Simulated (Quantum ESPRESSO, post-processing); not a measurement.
# MoSi2N4, 1 layer, rectangular cell: a series in strain along the second axis, part 7 of 7

What law, if any, do the results for MoSi2N4, 1 layer, rectangular cell follow against strain along the second axis?

Quantum ESPRESSO 7.5; plane-wave DFT, PBE, GBRV ultrasoft pseudopotentials.

So far. Step 9 (Relaxation with pw.x, 3 %): The relaxation lowers the energy by 2 meV an atom.

### 11. Relaxation with pw.x, 4 %

m8.relax.in

```
&control
  prefix = 'm8.relax'
  outdir = './out'
  pseudo_dir = './pseudo'
  nstep = 40
  forc_conv_thr = 0.0003
  calculation = 'relax'
  tstress = .true.
/
&system
  ibrav = 0
  nat = 14
  ntyp = 3
  ecutwfc = 50
  ecutrho = 250
  occupations = 'smearing'
  smearing = 'fd'
  degauss = 0.002
/
&electrons
  conv_thr = 1e-09
  mixing_beta = 0.4
  electron_maxstep = 120
  mixing_mode = 'plain'
/
&ions
/
ATOMIC_SPECIES
  N   14.0070  n_pbe_v1.2.uspp.F.UPF
  Si  28.0850  si_pbe_v1.uspp.F.UPF
  Mo  95.9500  mo_pbe_v1.uspp.F.UPF
CELL_PARAMETERS angstrom
  2.90109390800000 0.00000000000000 0.00000000000000
  0.00000000000000 5.22582782176000 0.00000000000000
  0.00000000000000 0.00000000000000 21.86179061700000
ATOMIC_POSITIONS crystal
  N   0.000000000000 -0.000002212400 0.338239788300
  N   0.500000000000 0.499997962500 0.338239262400
  Si  0.999999999900 0.333331360600 0.362097995900
  Si  0.500000000000 0.833330834200 0.362098062100
  N   0.999999999900 0.333336472600 0.442564743100
  N   0.500000000000 0.833335723000 0.442564790800
  Mo  0.000000000000 0.000003470700 0.500000000000
  Mo  0.500000000000 0.500002915500 0.500000000000
  N   0.999999999900 0.333336472600 0.557435256900
  N   0.500000000000 0.833335723000 0.557435209200
  Si  0.999999999900 0.333331360600 0.637902004100
  Si  0.500000000000 0.833330834200 0.637901937900
  N   0.000000000000 -0.000002212400 0.661760211700
  N   0.500000000000 0.499997962500 0.661760737600
K_POINTS automatic
  12 8 1 0 0 0
```

Launch:

```bash
> OMP_NUM_THREADS=1 mpirun -n 4 pw.x -nk 4 -in m8.relax.in > m8.relax.out
```

The log of the run:

```text
[banner, memory and clock lines left out]
Program PWSCF v.7.5 starts
[...]
Message from routine setup:
[...]
number of electrons       =        84.00
     number of Kohn-Sham states=           50
     kinetic-energy cutoff     =      50.0000  Ry
     charge density cutoff     =     250.0000  Ry
[...]
number of k points=    35  Fermi-Dirac smearing, width (Ry)=  0.0020
[...]
Dense  grid:   149325 G-vectors     FFT dimensions: (  27,  50, 216)
[...]
negative rho (up, down):  3.106E-03 0.000E+00
     Starting wfcs are   74 randomized atomic wfcs
[...]
negative rho (up, down):  3.060E-03 0.000E+00
[...]
estimated scf accuracy    <       4.02697079 Ry
[...]
negative rho (up, down):  3.305E-03 0.000E+00
[...]
estimated scf accuracy    <       1.76354250 Ry
[...]
negative rho (up, down):  3.373E-03 0.000E+00
[...]
estimated scf accuracy    <       0.52367913 Ry
[...]
negative rho (up, down):  3.625E-03 0.000E+00
[...]
estimated scf accuracy    <       0.03613303 Ry
[...]
negative rho (up, down):  3.726E-03 0.000E+00
[...]
estimated scf accuracy    <       0.02970097 Ry
[...]
negative rho (up, down):  3.741E-03 0.000E+00
[...]
estimated scf accuracy    <       0.00290576 Ry
[...]
negative rho (up, down):  3.752E-03 0.000E+00
[...]
estimated scf accuracy    <       0.00014246 Ry
[...]
negative rho (up, down):  3.759E-03 0.000E+00
[...]
estimated scf accuracy    <       0.00011017 Ry
[...]
negative rho (up, down):  3.763E-03 0.000E+00
[...]
estimated scf accuracy    <       0.00003083 Ry
[...]
negative rho (up, down):  3.764E-03 0.000E+00
[...]
estimated scf accuracy    <       0.00001634 Ry
[...]
negative rho (up, down):  3.766E-03 0.000E+00
[...]
estimated scf accuracy    <       0.00000076 Ry
[...]
negative rho (up, down):  3.767E-03 0.000E+00
[...]
estimated scf accuracy    <       0.00000027 Ry
[...]
negative rho (up, down):  3.767E-03 0.000E+00
[...]
estimated scf accuracy    <       0.00000003 Ry
[...]
negative rho (up, down):  3.767E-03 0.000E+00
[...]
estimated scf accuracy    <          8.7E-09 Ry
[...]
negative rho (up, down):  3.768E-03 0.000E+00
[...]
estimated scf accuracy    <          1.1E-09 Ry
[...]
negative rho (up, down):  3.768E-03 0.000E+00
[...]
the Fermi energy is     2.7953 ev
!    total energy              =    -479.10412128 Ry
     estimated scf accuracy    <          1.2E-10 Ry
     smearing contrib. (-TS)   =      -0.00000000 Ry
     internal energy E=F+TS    =    -479.10412128 Ry
[...]
one-electron contribution =   -4670.82754198 Ry
     hartree contribution      =    2354.38150915 Ry
     xc contribution           =     -99.71119883 Ry
     ewald contribution        =    1937.05311037 Ry
     convergence has been achieved in  16 iterations
     negative rho (up, down):  3.768E-03 0.000E+00
[...]
Total force =     0.056398     Total SCF correction =     0.000029
[...]
negative rho (up, down):  3.768E-03 0.000E+00
[...]
negative rho (up, down):  3.762E-03 0.000E+00
[...]
negative rho (up, down):  3.763E-03 0.000E+00
[...]
estimated scf accuracy    <       0.00226893 Ry
[...]
negative rho (up, down):  3.755E-03 0.000E+00
[...]
estimated scf accuracy    <       0.00262877 Ry
[...]
negative rho (up, down):  3.754E-03 0.000E+00
[...]
estimated scf accuracy    <       0.00005240 Ry
[...]
negative rho (up, down):  3.754E-03 0.000E+00
[...]
estimated scf accuracy    <       0.00001830 Ry
[...]
negative rho (up, down):  3.754E-03 0.000E+00
[...]
estimated scf accuracy    <       0.00000211 Ry
[...]
negative rho (up, down):  3.755E-03 0.000E+00
[...]
estimated scf accuracy    <       0.00000080 Ry
[...]
negative rho (up, down):  3.755E-03 0.000E+00
[...]
estimated scf accuracy    <       0.00000015 Ry
[...]
negative rho (up, down):  3.755E-03 0.000E+00
[...]
estimated scf accuracy    <       0.00000012 Ry
[...]
negative rho (up, down):  3.755E-03 0.000E+00
[...]
estimated scf accuracy    <       0.00000001 Ry
[...]
negative rho (up, down):  3.755E-03 0.000E+00
[...]
estimated scf accuracy    <          6.7E-09 Ry
[...]
negative rho (up, down):  3.755E-03 0.000E+00
[...]
the Fermi energy is     2.9707 ev
!    total energy              =    -479.10575178 Ry
     estimated scf accuracy    <          2.7E-10 Ry
     smearing contrib. (-TS)   =      -0.00000000 Ry
     internal energy E=F+TS    =    -479.10575178 Ry
[...]
one-electron contribution =   -4675.86012116 Ry
     hartree contribution      =    2357.18653698 Ry
     xc contribution           =     -99.72013441 Ry
     ewald contribution        =    1939.28796682 Ry
     convergence has been achieved in  11 iterations
     negative rho (up, down):  3.755E-03 0.000E+00
[...]
Total force =     0.021175     Total SCF correction =     0.000050
[...]
negative rho (up, down):  3.755E-03 0.000E+00
[...]
negative rho (up, down):  3.764E-03 0.000E+00
[...]
negative rho (up, down):  3.760E-03 0.000E+00
[...]
estimated scf accuracy    <       0.00010947 Ry
[...]
negative rho (up, down):  3.760E-03 0.000E+00
[...]
estimated scf accuracy    <       0.00005893 Ry
[...]
negative rho (up, down):  3.758E-03 0.000E+00
[...]
estimated scf accuracy    <       0.00001176 Ry
[...]
negative rho (up, down):  3.757E-03 0.000E+00
[...]
estimated scf accuracy    <       0.00000076 Ry
[...]
negative rho (up, down):  3.757E-03 0.000E+00
[...]
estimated scf accuracy    <       0.00000021 Ry
[...]
negative rho (up, down):  3.757E-03 0.000E+00
[...]
estimated scf accuracy    <       0.00000006 Ry
[...]
negative rho (up, down):  3.757E-03 0.000E+00
[...]
estimated scf accuracy    <       0.00000005 Ry
[...]
negative rho (up, down):  3.757E-03 0.000E+00
[...]
estimated scf accuracy    <       0.00000001 Ry
[...]
negative rho (up, down):  3.757E-03 0.000E+00
[...]
estimated scf accuracy    <          3.0E-10 Ry
[...]
negative rho (up, down):  3.757E-03 0.000E+00
[...]
the Fermi energy is     2.9685 ev
!    total energy              =    -479.10611079 Ry
     estimated scf accuracy    <          9.9E-11 Ry
     smearing contrib. (-TS)   =      -0.00000000 Ry
     internal energy E=F+TS    =    -479.10611079 Ry
[...]
one-electron contribution =   -4679.55385380 Ry
     hartree contribution      =    2359.02715748 Ry
     xc contribution           =     -99.72840315 Ry
     ewald contribution        =    1941.14898867 Ry
     convergence has been achieved in  10 iterations
     negative rho (up, down):  3.757E-03 0.000E+00
[...]
Total force =     0.014325     Total SCF correction =     0.000029
[...]
negative rho (up, down):  3.757E-03 0.000E+00
[...]
negative rho (up, down):  3.770E-03 0.000E+00
[...]
negative rho (up, down):  3.765E-03 0.000E+00
[...]
estimated scf accuracy    <       0.00009976 Ry
[...]
negative rho (up, down):  3.764E-03 0.000E+00
[...]
estimated scf accuracy    <       0.00005313 Ry
[...]
negative rho (up, down):  3.761E-03 0.000E+00
[...]
estimated scf accuracy    <       0.00001099 Ry
[...]
negative rho (up, down):  3.760E-03 0.000E+00
[...]
estimated scf accuracy    <       0.00000099 Ry
[...]
negative rho (up, down):  3.759E-03 0.000E+00
[...]
estimated scf accuracy    <       0.00000024 Ry
[...]
negative rho (up, down):  3.759E-03 0.000E+00
[...]
estimated scf accuracy    <       0.00000006 Ry
[...]
negative rho (up, down):  3.759E-03 0.000E+00
[...]
estimated scf accuracy    <       0.00000005 Ry
[...]
negative rho (up, down):  3.759E-03 0.000E+00
[...]
estimated scf accuracy    <       0.00000001 Ry
[...]
negative rho (up, down):  3.759E-03 0.000E+00
[...]
estimated scf accuracy    <          5.3E-10 Ry
[...]
negative rho (up, down):  3.759E-03 0.000E+00
[...]
the Fermi energy is     2.9960 ev
!    total energy              =    -479.10710994 Ry
     estimated scf accuracy    <          2.0E-12 Ry
     smearing contrib. (-TS)   =      -0.00000000 Ry
     internal energy E=F+TS    =    -479.10710994 Ry
[...]
one-electron contribution =   -4710.75243932 Ry
     hartree contribution      =    2374.63453428 Ry
     xc contribution           =     -99.79973997 Ry
     ewald contribution        =    1956.81053507 Ry
     convergence has been achieved in   9 iterations
     negative rho (up, down):  3.763E-03 0.000E+00
[...]
Total force =     0.001920     Total SCF correction =     0.000003
[...]
negative rho (up, down):  3.763E-03 0.000E+00
[...]
```

Elapsed: 33 min, on 4 MPI ranks of Arm Neoverse V1, shared host; peak memory 1.5 GiB.

Relaxation path:

```
step  energy less that of the first step (eV)  largest force (eV/Å)
   1                                   0.0000                0.4425
   2                                  -0.0222                0.1834
   3                                  -0.0271                0.1240
   4                                  -0.0310                0.1207
   5                                  -0.0357                0.1114
   6                                  -0.0396                0.0739
   7                                  -0.0404                0.0342
   8                                  -0.0406                0.0177
   9                                  -0.0407                0.0173
  10                                  -0.0407                0.0191
  11                                  -0.0408                0.0166
  12                                  -0.0409                0.0072
```

The atoms that moved most (Å):

```
atom     dx      dy      dz  length
  N1  0.000   0.023   0.032   0.040
 N13  0.000   0.023  -0.032   0.040
 N14  0.000   0.023  -0.032   0.040
  N2  0.000   0.023   0.032   0.040
  N5  0.000  -0.022   0.015   0.026
  N9  0.000  -0.022  -0.015   0.026
 N10  0.000  -0.022  -0.015   0.026
  N6  0.000  -0.022   0.015   0.026
```

The relaxation lowers the energy by 3 meV an atom.

This step gave:

- free energy: -6518.5845 eV
- Fermi energy: 2.989 eV

### 12. Ground state, 4 %

m8.scf.in

```
&control
  prefix = 'm8.scf'
  outdir = './out'
  pseudo_dir = './pseudo'
  calculation = 'scf'
  tprnfor = .true.
/
&system
  ibrav = 0
  nat = 14
  ntyp = 3
  ecutwfc = 40
  ecutrho = 200
  occupations = 'smearing'
  smearing = 'fd'
  degauss = 0.002
  nbnd = 46
/
&electrons
  conv_thr = 1e-09
  mixing_beta = 0.4
  electron_maxstep = 120
  mixing_mode = 'plain'
/
ATOMIC_SPECIES
  N   14.0070  n_pbe_v1.2.uspp.F.UPF
  Si  28.0850  si_pbe_v1.uspp.F.UPF
  Mo  95.9500  mo_pbe_v1.uspp.F.UPF
CELL_PARAMETERS angstrom
  2.90109390800000 0.00000000000000 0.00000000000000
  0.00000000000000 5.22582782176000 0.00000000000000
  0.00000000000000 0.00000000000000 21.86179061700000
ATOMIC_POSITIONS crystal
  N   0.000000000000 0.004484859800 0.339723543000
  N   0.500000000000 0.504485283500 0.339722760400
  Si  0.999999999900 0.334643051800 0.362616687800
  Si  0.500000000000 0.834642711400 0.362617082400
  N   0.999999999900 0.329145310100 0.443244872700
  N   0.500000000000 0.829145013200 0.443245070900
  Mo  0.000000000000 -0.003211997600 0.500000000000
  Mo  0.500000000000 0.496786205100 0.500000000000
  N   0.999999999900 0.329145310100 0.556755127300
  N   0.500000000000 0.829145013200 0.556754929100
  Si  0.999999999900 0.334643051800 0.637383312200
  Si  0.500000000000 0.834642711400 0.637382917600
  N   0.000000000000 0.004484859800 0.660276457000
  N   0.500000000000 0.504485283500 0.660277239600
K_POINTS automatic
  12 8 1 0 0 0
```

Launch:

```bash
> OMP_NUM_THREADS=1 mpirun -n 4 pw.x -nk 4 -in m8.scf.in > m8.scf.out
```

The log of the run:

```text
[banner, memory and clock lines left out]
Program PWSCF v.7.5 starts
[...]
Message from routine setup:
[...]
number of electrons       =        84.00
     number of Kohn-Sham states=           46
     kinetic-energy cutoff     =      40.0000  Ry
     charge density cutoff     =     200.0000  Ry
[...]
number of k points=    35  Fermi-Dirac smearing, width (Ry)=  0.0020
[...]
Dense  grid:   106885 G-vectors     FFT dimensions: (  25,  45, 192)
[...]
negative rho (up, down):  3.301E-03 0.000E+00
     Starting wfcs are   74 randomized atomic wfcs
[...]
negative rho (up, down):  3.438E-03 0.000E+00
[...]
estimated scf accuracy    <       4.02497819 Ry
[...]
negative rho (up, down):  3.586E-03 0.000E+00
[...]
estimated scf accuracy    <       0.92639493 Ry
[...]
negative rho (up, down):  3.728E-03 0.000E+00
[...]
estimated scf accuracy    <       0.20524289 Ry
[...]
negative rho (up, down):  4.032E-03 0.000E+00
[...]
estimated scf accuracy    <       0.02221929 Ry
[...]
negative rho (up, down):  4.122E-03 0.000E+00
[...]
estimated scf accuracy    <       0.01029831 Ry
[...]
negative rho (up, down):  4.133E-03 0.000E+00
[...]
estimated scf accuracy    <       0.00080302 Ry
[...]
negative rho (up, down):  4.138E-03 0.000E+00
[...]
estimated scf accuracy    <       0.00008054 Ry
[...]
negative rho (up, down):  4.142E-03 0.000E+00
[...]
estimated scf accuracy    <       0.00004894 Ry
[...]
negative rho (up, down):  4.143E-03 0.000E+00
[...]
estimated scf accuracy    <       0.00000605 Ry
[...]
negative rho (up, down):  4.144E-03 0.000E+00
[...]
estimated scf accuracy    <       0.00000436 Ry
[...]
negative rho (up, down):  4.145E-03 0.000E+00
[...]
estimated scf accuracy    <       0.00000123 Ry
[...]
negative rho (up, down):  4.146E-03 0.000E+00
[...]
estimated scf accuracy    <       0.00000014 Ry
[...]
negative rho (up, down):  4.146E-03 0.000E+00
[...]
estimated scf accuracy    <       0.00000003 Ry
[...]
negative rho (up, down):  4.146E-03 0.000E+00
[...]
estimated scf accuracy    <          2.1E-09 Ry
[...]
negative rho (up, down):  4.146E-03 0.000E+00
[...]
the Fermi energy is     2.9056 ev
!    total energy              =    -479.10396200 Ry
     estimated scf accuracy    <          2.4E-10 Ry
     smearing contrib. (-TS)   =      -0.00000000 Ry
     internal energy E=F+TS    =    -479.10396200 Ry
[...]
one-electron contribution =   -4708.15243787 Ry
     hartree contribution      =    2373.33218471 Ry
     xc contribution           =     -99.79361272 Ry
     ewald contribution        =    1955.50990387 Ry
     convergence has been achieved in  15 iterations
     negative rho (up, down):  4.146E-03 0.000E+00
[...]
Total force =     0.000533     Total SCF correction =     0.000022
[...]
```

It took 2.6 min on 4 MPI ranks; peak memory 0.9 GiB.

This step gave:

```
free energy                          : -6518.5415 eV
Fermi energy                         : 2.906 eV
valence top, on the run's zero       : 2.216 eV
conduction bottom, on the run's zero : 3.830 eV
gap by band count                    : 1.614 eV
```

### 13. The series side by side

The series in one table, energies over the lowest:

```
strain along the second axis  energy (eV)  gap along the path (eV)  upper vacuum level over the valence top of the mesh (eV)  lower vacuum level over that top (eV)
                        -4 %       0.4234                    2.468                                                     5.782                                  5.782
                        -3 %       0.2363                    2.337                                                     5.704                                  5.704
                        -2 %       0.1049                    2.213                                                     5.634                                  5.634
                        -1 %       0.0267                    2.096                                                     5.572                                  5.572
                         0 %       0.0000                    1.984                                                     5.515                                  5.515
                         1 %       0.0225                    1.879                                                     5.465                                  5.465
                         2 %       0.0920                     1.78                                                     5.424                                  5.424
                         3 %       0.2064                    1.695                                                     5.396                                  5.396
                         4 %       0.3636                    1.614                                                     5.374                                  5.374
```

### 14. The arithmetic

A parabola through the energies within ±2 % has E = 246.10 eV × ε² -0.298 eV × ε; for the curvature, over A = 14.578 Å² this is 246.10 × 2/14.578 × 16.02 = 541 N/m.

### 15. What came out

```
in-plane stiffness along the strain                                     : 541 N/m
gap along the path, at -4 % and at 4 %                                  : 2.47, 1.61 eV
upper vacuum level over the valence top of the mesh, at -4 % and at 4 % : 5.78, 5.37 eV
lower vacuum level over that top, at -4 % and at 4 %                    : 5.78, 5.37 eV
```

**Reading.** The series holds 9 members; in-plane stiffness along the strain: 541 N/m (PBE, GBRV ultrasoft). The energy is lowest near zero strain. From -4 % to 4 % the gap along the path falls from 2.47 to 1.61 eV. From -4 % to 4 % the upper vacuum level over the valence top of the mesh falls from 5.78 to 5.37 eV. From -4 % to 4 % the lower vacuum level over that top falls from 5.78 to 5.37 eV. Semilocal gaps are too small; the 1×1 cell can't ripple over many cells under compression as a free sheet would. No spin-orbit coupling.

[Logs are printed without paths, hosts, clocks, repeated set-up lines and the standing remarks that a program may print on its own settings, such as how far it seeks lower states.]

[Hosts, paths, dates, database ids (printed as entryN), source tags and the programs' standing remarks are cut or masked in the printed files.]

[Maps of the electrostatic potential energy from Ansatz leave out the sawtooth potential of an applied field or a dipole correction, so their vacuum need not be flat; planar profiles and work functions include it.]
